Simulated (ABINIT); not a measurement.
**SiC (F-43m): G0W0 in ABINIT against the screening cutoff in the self-energy**

Aim: move the screening cutoff in the self-energy of a G0W0 run on SiC (F-43m) over a wide range.

Program: ABINIT 10.8.3. Level of theory: PBE and many-body steps on it, plane waves. Results are calculated unless marked as measured.

## (1) The starting structure

Symmetry: F-43m, No. 216, cubic system. The conventional cell has a = 4.358 Å, b = 4.358 Å, c = 4.358 Å, α = 90.00°, β = 90.00°, γ = 90.00°. Si has 4 C at 1.89 Å nearest. Nearest to C lie 4 Si at 1.89 Å. Farther neighbours are not listed.

The cell and positions come from the Crystallography Open Database and are kept as given unless a step says otherwise.

## (2) Screening, 6×6×6 mesh, 65 bands, screening to 217.7 eV

This step: ABINIT 10.8.3; RPA screening on PBE, plane waves, norm-conserving pseudopotentials.

The RPA dielectric matrix is built and inverted for each q.

run.abi

```
acell 3*1.0 Angstrom
rprim 
  -0.000000000000 2.179000000000 2.179000000000
  2.179000000000 -0.000000000000 2.179000000000
  2.179000000000 2.179000000000 -0.000000000000
ntypat 2
znucl 14 6
natom 2
typat 1 2
xred 
  0.000000000000 0.000000000000 0.000000000000
  0.250000000000 0.250000000000 0.250000000000
pp_dirpath "pseudos"
pseudos "Si.upf, C.upf"
ecut 37
ngkpt 6 6 6
nshiftk 1
shiftk 0 0 0
kptopt 1
chksymbreak 0
istwfk *1
occopt 1
irdwfk 1
optdriver 3
nband 65
ecuteps 8
inclvkb 2
awtr 1
symchi 1
indata_prefix "in"
outdata_prefix "out"
tmpdata_prefix "tmp"
```

Launch:

```sh
> OMP_NUM_THREADS=1 mpirun -n 4 abinit run.abi > log
```

The program printed:

```text
.Version 10.8.3 of ABINIT. v10.8.2 released Aug 2026.

 Symmetries : space group F-4 3 m (#216); Bravais cF (face-center cubic)
[... echo of the input left out ...]
== DATASET  1 ==================================================================
-   mpi_nproc: 4, omp_nthreads: 1 (-1 if OMP is not activated)

--- !DatasetInfo
iteration_state: {dtset: 1, }
dimensions: {natom: 2, nkpt: 16, mband: 65, nsppol: 1, nspinor: 1, nspden: 1, mpw: 1524, }
cutoff_energies: {ecut:  37.0, pawecutdg:  -1.0, }
electrons: {nelect:   8.00000000E+00, charge:   0.00000000E+00, occopt:   1.00000000E+00, tsmear:   1.00000000E-02, }

 SCREENING: Calculation of the susceptibility and dielectric matrices

 Based on a program developped by R.W. Godby, V. Olevano, G. Onida, and L. Reining.
 Incorporated in ABINIT by V. Olevano, G.-M. Rignanese, and M. Torrent.
.Using double precision arithmetic ; gwpc =  8

[... cell and pseudopotentials left out ...]
--------------------------------------------------------------------------------

 ==== K-mesh for the wavefunctions ====
 Number of points in the irreducible wedge :    16
[... list of points left out ...]
 Together with 24 symmetry operations and time-reversal symmetry
 yields   216 points in the full Brillouin Zone.

 ==== Q-mesh for the screening function ====
 Number of points in the irreducible wedge :    16
[... list of points left out ...]
 Together with 24 symmetry operations and time-reversal symmetry
 yields   216 points in the full Brillouin Zone.

 setmesh: FFT mesh size selected  =    24x   24x   24
          total number of points  =        13824

 vcoul_init : cutoff-mode = AUXILIARY_FUNCTION
 q-points for optical limit:   1
     1)      0.000010    0.000020    0.000030

- screening: taking advantage of time-reversal symmetry
- Maximum band index for partially occupied states nbvw = 4
- Remaining bands to be divided among processors   nbcw = 61
- Number of bands treated by each node ~15

 Number of electrons calculated from density =    8.0000; Expected =    8.0000
 average of density, n =  0.057292
 r_s =    1.6092
 omega_plasma =   23.0888 [eV]

 calculating chi0 at frequencies [eV] :
  1    0.000000E+00    0.000000E+00
  2    0.000000E+00    2.308880E+01

--------------------------------------------------------------------------------
  q-point number  1        q = ( 0.000000, 0.000000, 0.000000) [r.l.u.]
--------------------------------------------------------------------------------
[... chi0 elements left out ...]
 For q-point:  0.000010 0.000020 0.000030
  dielectric constant =   7.0785
  dielectric constant without local fields =   7.7429

  Average fulfillment of the sum rule on Im[epsilon] for q-point    1 :     84.48  [%]
[... wings left out ...]
  q-point number  2        q = ( 0.166667, 0.000000, 0.000000) [r.l.u.]
--------------------------------------------------------------------------------
[... chi0 elements left out ...]
  Average fulfillment of the sum rule on Im[epsilon] for q-point    2 :     93.62  [%]

 [... 14 further q-points ...]
```

Run time: 21 s. Hardware: 4 MPI ranks of Arm Neoverse V2, shared host; peak memory 0.58 GiB.

This step gave:

* ε∞ with local fields, on this mesh, along the program's q direction: 7.079
* the same without local fields: 7.743
* plasma frequency: 23.09 eV
* plane waves in the screening matrix: 169

Local fields lower ε∞ by 9 %.

## (3) 1.6 Ha

This step: G0W0 on PBE, plane waves, norm-conserving pseudopotentials.

Changes to run.abi since step 2:

```diff
@@ -23,8 +23,17 @@
 irdwfk 1
-optdriver 3
+optdriver 4
 nband 65
-ecuteps 8
-inclvkb 2
-awtr 1
-symchi 1
+gwcalctyp 0
+ecutsigx 37
+symsigma 1
+nkptgw 2
+kptgw 
+  0.0000000000 0.0000000000 0.0000000000
+  0.5000000000 0.5000000000 0.0000000000
+bdgw 
+  2 8
+  3 6
+ecuteps 1.6
+irdscr 1
+ppmodel 1
 indata_prefix "in"
```

The program printed:

```text
.Version 10.8.3 of ABINIT. v10.8.2 released Aug 2026.

 Symmetries : space group F-4 3 m (#216); Bravais cF (face-center cubic)
[... echo of the input left out ...]
== DATASET  1 ==================================================================
-   mpi_nproc: 4, omp_nthreads: 1 (-1 if OMP is not activated)

--- !DatasetInfo
iteration_state: {dtset: 1, }
dimensions: {natom: 2, nkpt: 16, mband: 65, nsppol: 1, nspinor: 1, nspden: 1, mpw: 1524, }
cutoff_energies: {ecut:  37.0, pawecutdg:  -1.0, }
electrons: {nelect:   8.00000000E+00, charge:   0.00000000E+00, occopt:   1.00000000E+00, tsmear:   1.00000000E-02, }

 SIGMA: Calculation of the GW corrections

 Based on a program developped by R.W. Godby, V. Olevano, G. Onida, and L. Reining.
 Incorporated in ABINIT by V. Olevano, G.-M. Rignanese, and M. Torrent.
.Using double precision arithmetic ; gwpc =  8

[... cell and pseudopotentials left out ...]
--------------------------------------------------------------------------------

 ==== K-mesh for the wavefunctions ====
 Number of points in the irreducible wedge :    16
[... list of points left out ...]
 Together with 24 symmetry operations and time-reversal symmetry
 yields   216 points in the full Brillouin Zone.

 ==== Q-mesh for screening function ====
 Number of points in the irreducible wedge :    16
[... list of points left out ...]
 Together with 24 symmetry operations and time-reversal symmetry
 yields   216 points in the full Brillouin Zone.

 vcoul_init : cutoff-mode = AUXILIARY_FUNCTION
 q-points for optical limit:   1
     1)      0.000010    0.000020    0.000030
 setmesh: FFT mesh size selected  =    32x   32x   32
          total number of points  =        32768

 Number of electrons calculated from density =    8.0000; Expected =    8.0000
 average of density, n =  0.057292
 r_s =    1.6092
 omega_plasma =   23.0888 [eV]

 === KS Band Gaps ===
  >>>> For spin  1
   Minimum direct gap =   4.5530 [eV], located at k-point      :   0.5000  0.5000  0.0000
   Fundamental gap    =   1.3613 [eV], Top of valence bands at :   0.0000  0.0000  0.0000
                                       Bottom of conduction at :   0.5000  0.5000  0.0000
 SIGMA fundamental parameters:
 PLASMON POLE MODEL  1
 number of plane-waves for SigmaX                 1459
 number of plane-waves for SigmaC and W             15
 number of plane-waves for wavefunctions          1459
 number of bands                                    65
 number of independent spin polarizations            1
 number of spinorial components                      1
 number of k-points in IBZ                          16
 number of q-points in IBZ                          16
 number of symmetry operations                      24
 number of k-points in BZ                          216
 number of q-points in BZ                          216
 number of frequencies for dSigma/dE                 9
 frequency step for dSigma/dE [eV]                0.25
 number of omega for Sigma on real axis              0
 max omega for Sigma on real axis  [eV]           0.00
 zcut for avoiding poles [eV]                     0.10

 EPSILON^-1 parameters (SCR file):
 dimension of the eps^-1 matrix on file            169
 dimension of the eps^-1 matrix used                15
 number of plane-waves for wavefunctions          1459
 number of bands                                    65
 number of q-points in IBZ                          16
 number of frequencies                               2
 number of real frequencies                          1
 number of imag frequencies                          1

 matrix elements of self-energy operator (all in [eV])

 Perturbative Calculation

--- !SelfEnergy_ee
iteration_state: {dtset: 1, }
kpoint     : [   0.000,    0.000,    0.000, ]
spin       : 1
KS_gap     :    6.223
QP_gap     :    6.930
Delta_QP_KS:    0.707
data: !SigmaeeData |
     Band     E0 <VxcDFT>   SigX SigC(E0)      Z dSigC/dE  Sig(E)    E-E0       E
        2   6.835 -14.930 -17.579   2.576   0.809  -0.237 -14.989  -0.060   6.775
        3   6.835 -14.930 -17.579   2.576   0.809  -0.237 -14.989  -0.060   6.775
        4   6.835 -14.930 -17.579   2.576   0.809  -0.237 -14.989  -0.060   6.775
        5  13.058 -13.213  -7.543  -4.867   0.807  -0.240 -12.566   0.647  13.706
        6  14.146 -11.327  -5.827  -4.682   0.814  -0.228 -10.661   0.666  14.812
        7  14.146 -11.327  -5.827  -4.682   0.814  -0.228 -10.661   0.666  14.812
        8  14.146 -11.327  -5.827  -4.682   0.814  -0.228 -10.661   0.666  14.812

--- !SelfEnergy_ee
iteration_state: {dtset: 1, }
kpoint     : [   0.500,    0.500,    0.000, ]
spin       : 1
KS_gap     :    4.553
QP_gap     :    5.366
Delta_QP_KS:    0.813
data: !SigmaeeData |
     Band     E0 <VxcDFT>   SigX SigC(E0)      Z dSigC/dE  Sig(E)    E-E0       E
        3   3.643 -13.567 -17.441   3.276   0.795  -0.258 -14.042  -0.475   3.168
        4   3.643 -13.567 -17.441   3.276   0.795  -0.258 -14.042  -0.475   3.168
        5   8.196 -10.505  -6.372  -3.724   0.826  -0.210 -10.167   0.338   8.534
        6  11.168 -10.770  -5.961  -4.111   0.829  -0.207 -10.192   0.578  11.746

== END DATASET(S) ==============================================================
================================================================================

 -outvars: echo values of variables after computation  --------
           etotal      0.0000000000E+00
            nband          65
             nkpt          16
          spgroup         216
 [... the other variables as echoed above ...]

 Calculation completed.
```

Run time: 2 s. Hardware: 4 MPI ranks; peak memory 0.12 GiB; 7.7 s of CPU time.

Numbers from this step:

```yaml
g0w0_gap_on_the_points_computed: 1.759 eV
starting_gap_on_the_mesh: 1.361 eV
k_of_the_valence_top: 0, 0, 0
k_of_the_conduction_bottom: 0.5, 0.5, 0
z_at_the_valence_top: 0.809
z_at_the_conduction_bottom: 0.826
least_direct_g0w0_gap_on_the_computed_points: 5.366 eV
```

## (4) 2.8 Ha

The self-energy is evaluated for the states that the input lists, and the levels follow from it, in one-shot runs by the linearised quasiparticle equation.

Changes to run.abi since step 3:

```diff
@@ -35,3 +35,3 @@
   3 6
-ecuteps 1.6
+ecuteps 2.8
 irdscr 1
```

The program printed:

```text
.Version 10.8.3 of ABINIT. v10.8.2 released Aug 2026.

 Symmetries : space group F-4 3 m (#216); Bravais cF (face-center cubic)
[... echo of the input left out ...]
== DATASET  1 ==================================================================
-   mpi_nproc: 4, omp_nthreads: 1 (-1 if OMP is not activated)

--- !DatasetInfo
iteration_state: {dtset: 1, }
dimensions: {natom: 2, nkpt: 16, mband: 65, nsppol: 1, nspinor: 1, nspden: 1, mpw: 1524, }
cutoff_energies: {ecut:  37.0, pawecutdg:  -1.0, }
electrons: {nelect:   8.00000000E+00, charge:   0.00000000E+00, occopt:   1.00000000E+00, tsmear:   1.00000000E-02, }

 SIGMA: Calculation of the GW corrections

 Based on a program developped by R.W. Godby, V. Olevano, G. Onida, and L. Reining.
 Incorporated in ABINIT by V. Olevano, G.-M. Rignanese, and M. Torrent.
.Using double precision arithmetic ; gwpc =  8

[... cell and pseudopotentials left out ...]
--------------------------------------------------------------------------------

 ==== K-mesh for the wavefunctions ====
 Number of points in the irreducible wedge :    16
[... list of points left out ...]
 Together with 24 symmetry operations and time-reversal symmetry
 yields   216 points in the full Brillouin Zone.

 ==== Q-mesh for screening function ====
 Number of points in the irreducible wedge :    16
[... list of points left out ...]
 Together with 24 symmetry operations and time-reversal symmetry
 yields   216 points in the full Brillouin Zone.

 vcoul_init : cutoff-mode = AUXILIARY_FUNCTION
 q-points for optical limit:   1
     1)      0.000010    0.000020    0.000030
 setmesh: FFT mesh size selected  =    32x   32x   32
          total number of points  =        32768

 Number of electrons calculated from density =    8.0000; Expected =    8.0000
[...]
number of omega for Sigma on real axis              0
 max omega for Sigma on real axis  [eV]           0.00
 zcut for avoiding poles [eV]                     0.10

 EPSILON^-1 parameters (SCR file):
 dimension of the eps^-1 matrix on file            169
 dimension of the eps^-1 matrix used                27
 number of plane-waves for wavefunctions          1459
 number of bands                                    65
 number of q-points in IBZ                          16
 number of frequencies                               2
 number of real frequencies                          1
 number of imag frequencies                          1

 matrix elements of self-energy operator (all in [eV])

 Perturbative Calculation

--- !SelfEnergy_ee
iteration_state: {dtset: 1, }
kpoint     : [   0.000,    0.000,    0.000, ]
spin       : 1
KS_gap     :    6.223
QP_gap     :    6.999
Delta_QP_KS:    0.775
data: !SigmaeeData |
     Band     E0 <VxcDFT>   SigX SigC(E0)      Z dSigC/dE  Sig(E)    E-E0       E
        2   6.835 -14.930 -17.579   2.419   0.802  -0.247 -15.115  -0.185   6.650
        3   6.835 -14.930 -17.579   2.419   0.802  -0.247 -15.115  -0.185   6.650
        4   6.835 -14.930 -17.579   2.419   0.802  -0.247 -15.115  -0.185   6.650
[...]
--- !SelfEnergy_ee
iteration_state: {dtset: 1, }
kpoint     : [   0.500,    0.500,    0.000, ]
spin       : 1
KS_gap     :    4.553
QP_gap     :    5.406
Delta_QP_KS:    0.854
data: !SigmaeeData |
     Band     E0 <VxcDFT>   SigX SigC(E0)      Z dSigC/dE  Sig(E)    E-E0       E
[...]
5   8.196 -10.505  -6.372  -3.815   0.823  -0.215 -10.243   0.262   8.458
        6  11.168 -10.770  -5.961  -4.231   0.826  -0.211 -10.292   0.477  11.646

== END DATASET(S) ==============================================================
================================================================================

 -outvars: echo values of variables after computation  --------
           etotal      0.0000000000E+00
            nband          65
             nkpt          16
          spgroup         216
 [... the other variables as echoed above ...]

 Calculation completed.
```

It took 2.1 s on 4 MPI ranks; peak memory 0.12 GiB.

Numbers from this step:

```yaml
g0w0_gap_on_the_points_computed: 1.808 eV
starting_gap_on_the_mesh: 1.361 eV
k_of_the_valence_top: 0, 0, 0
k_of_the_conduction_bottom: 0.5, 0.5, 0
z_at_the_valence_top: 0.802
z_at_the_conduction_bottom: 0.823
least_direct_g0w0_gap_on_the_computed_points: 5.406 eV
```

The gap on the mesh goes from 1.36 eV to 1.81 eV, a correction of +0.45 eV.

(Continued in part 2 of 2.)

[Paths, hosts, dates, memory and timing lines, banners, echoed tables and standing remarks are left out of the program output.]

[Logs are printed without paths, hosts, clocks, repeated set-up lines and the standing remarks that a program may print on its own settings, such as how far it seeks lower states.]

[Runs of the session that timed out or met a known fault of the program may be left out.]

[No measured gap is set beside runs whose start may be inverted or whose files or cutoffs have a known fault.]

[Hosts, paths, dates, database ids (printed as entryN), source tags and the programs' standing remarks are cut or masked in the printed files.]

[G0W0 gaps are taken among the corrected bands and points alone; a level outside them can change the order at an edge.]

[Where Ansatz stands beside ABINIT at settings called matched, ABINIT's density can come from a denser mesh and the files from another edition; pairs whose starting gaps differed by over 0.03 eV were left out, so agreement reads better than it is.]
